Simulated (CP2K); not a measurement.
Two runs for the C K edge of acetylcyclopropane. Run A: CP2K XAS_TDP, all-electron GAPW, PBEh(45%), aug-cc-pVDZ, TDA, no relativity. Run B differs in one setting.

First lines with a strength over 0.0015. A:

| atom | energy (eV) | states | strength, one atom |
| --- | --- | --- | --- |
| C1 (bonded to C and 3 H) | 283.85 | 1 | 0.0069 |
|  | 284.61 | 1 | 0.0223 |
|  | 284.81 | 1 | 0.0160 |
|  | 285.27 | 1 | 0.0074 |
|  | 285.53 | 1 | 0.0018 |
| C2 (bonded to 2 C and O) | 281.98 | 1 | 0.0712 |
|  | 288.25 | 1 | 0.0046 |
|  | 288.36 | 1 | 0.0023 |
|  | 289.10 | 1 | 0.0050 |
|  | 289.75 | 1 | 0.0019 |
| C4 (bonded to 3 C and H) | 284.27 | 1 | 0.0125 |
|  | 285.30 | 1 | 0.0017 |
|  | 285.45 | 1 | 0.0045 |
|  | 285.88 | 1 | 0.0427 |
|  | 286.41 | 1 | 0.0060 |
| C5 (bonded to 2 C and 2 H), 2 alike | 283.35 | 1 | 0.0245 |
|  | 284.26 | 1 | 0.0091 |
|  | 284.89 | 1 | 0.0084 |
|  | 285.25 | 1 | 0.0057 |
|  | 286.04 | 1 | 0.0033 |

B:

| atom | energy (eV) | states | strength, one atom |
| --- | --- | --- | --- |
| C1 (bonded to C and 3 H) | 290.26 | 1 | 0.0068 |
|  | 291.02 | 1 | 0.0218 |
|  | 291.23 | 1 | 0.0157 |
|  | 291.68 | 1 | 0.0072 |
|  | 291.94 | 1 | 0.0017 |
| C2 (bonded to 2 C and O) | 288.43 | 1 | 0.0696 |
|  | 294.69 | 1 | 0.0045 |
|  | 294.81 | 1 | 0.0023 |
|  | 295.54 | 1 | 0.0049 |
|  | 296.20 | 1 | 0.0019 |
| C4 (bonded to 3 C and H) | 289.88 | 1 | 0.0123 |
|  | 290.91 | 1 | 0.0017 |
|  | 291.06 | 1 | 0.0044 |
|  | 291.50 | 1 | 0.0419 |
|  | 292.02 | 1 | 0.0059 |
| C5 (bonded to 2 C and 2 H), 2 alike | 289.23 | 1 | 0.0240 |
|  | 290.13 | 1 | 0.0090 |
|  | 290.76 | 1 | 0.0083 |
|  | 291.13 | 1 | 0.0056 |
|  | 291.92 | 1 | 0.0032 |

Q: Which was it: the functional, the basis, GW2X switched on, scalar relativity switched on?

GW2X switched on. GW2X shifts an atom's lines together and keeps their spacings. Against PBEh(45%) in aug-cc-pVDZ, the leading lines move by +6.41 eV (C1, to 291.02), +6.45 eV (C2, to 288.43), +5.62 eV (C4, to 291.50) and +5.88 eV (C5, to 289.23).

[Hosts, paths, dates, database ids (printed as entryN), source tags and the programs' standing remarks are cut or masked in the printed files.]
